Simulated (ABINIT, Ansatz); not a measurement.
Entries from a set of simulations; values are calculated unless marked as measured.

```
! title: Ba2IBrF2 (P4mm): G0W0 with ABINIT, start to end
! method: RPA screening on PBEsol, plane waves, norm-conserving pseudopotentials (and 2 further levels or steps)
! program: ABINIT 10.8.3
! settings: cutoff 36 Ha, PseudoDojo scalar-relativistic 0.4.1 standard, norm-conserving, ngkpt (2, 2, 1), nband 301, ecuteps 6.5 Ha, inclvkb 2, shiftk (0, 0, 0), symchi 1, awtr 1, frequency ppm, 2×2×1 k-mesh
! cost: 5 runs, 12 min in all on 4 MPI ranks of Arm Neoverse V1, shared host
! notes: The program’s warnings: nproc spkpt=  >= nkpt= * nsppol=. The cell and positions are those that the Materials Project relaxed with its own functionals (PBE, PBE+U or r2SCAN), kept fixed. Limits: no spin-orbit coupling. The 2×2×1 mesh is coarse for this cell, which bears on the long-range parts of exchange and screening.
! PBEsol gap: 4.25 eV, direct
! G0W0 gap on the mesh: 6.30 eV
! GW settings: 2×2×1 mesh, 301 bands, screening to 176.9 eV, Godby-Needs plasmon pole
! known limits: short of the basis limit; no spin-orbit coupling; coarse k mesh
CELL_PARAMETERS angstrom
4.62336 0.00000 0.00000
0.00000 4.62336 0.00000
0.00000 0.00000 7.99139
ATOMIC_POSITIONS crystal
Ba 0.50000 0.50000 0.82740
Ba 0.00000 0.00000 0.18519
I 0.00000 0.00000 0.64139
Br 0.50000 0.50000 0.34010
F 0.50000 0.00000 0.00296
F 0.00000 0.50000 0.00296
```

[Long decimals in the printed logs are rounded to 6 places.]

[Logs are printed without paths, hosts, clocks, repeated set-up lines and the standing remarks that a program may print on its own settings, such as how far it seeks lower states.]

[Paths, hosts, dates, memory and timing lines, banners, echoed tables and standing remarks are left out of the program output; an Ansatz launch command may be rebuilt from the run's recorded settings. Measured values are a selection of at most five: reports struck by readers or far from the other reports are left out. None is set beside runs whose start may be inverted or whose files or cutoffs have a known fault.]

[Runs of the session that timed out or met a known fault of the program may be left out.]

[Hosts, paths, dates, database ids (printed as entryN), source tags and the programs' standing remarks are cut or masked in the printed files.]

[G0W0 gaps are taken among the corrected bands and points alone; a level outside them can change the order at an edge.]

[Where Ansatz stands beside ABINIT at settings called matched, ABINIT's density can come from a denser mesh and the files from another edition; pairs whose starting gaps differed by over 0.03 eV were left out, so agreement reads better than it is.]
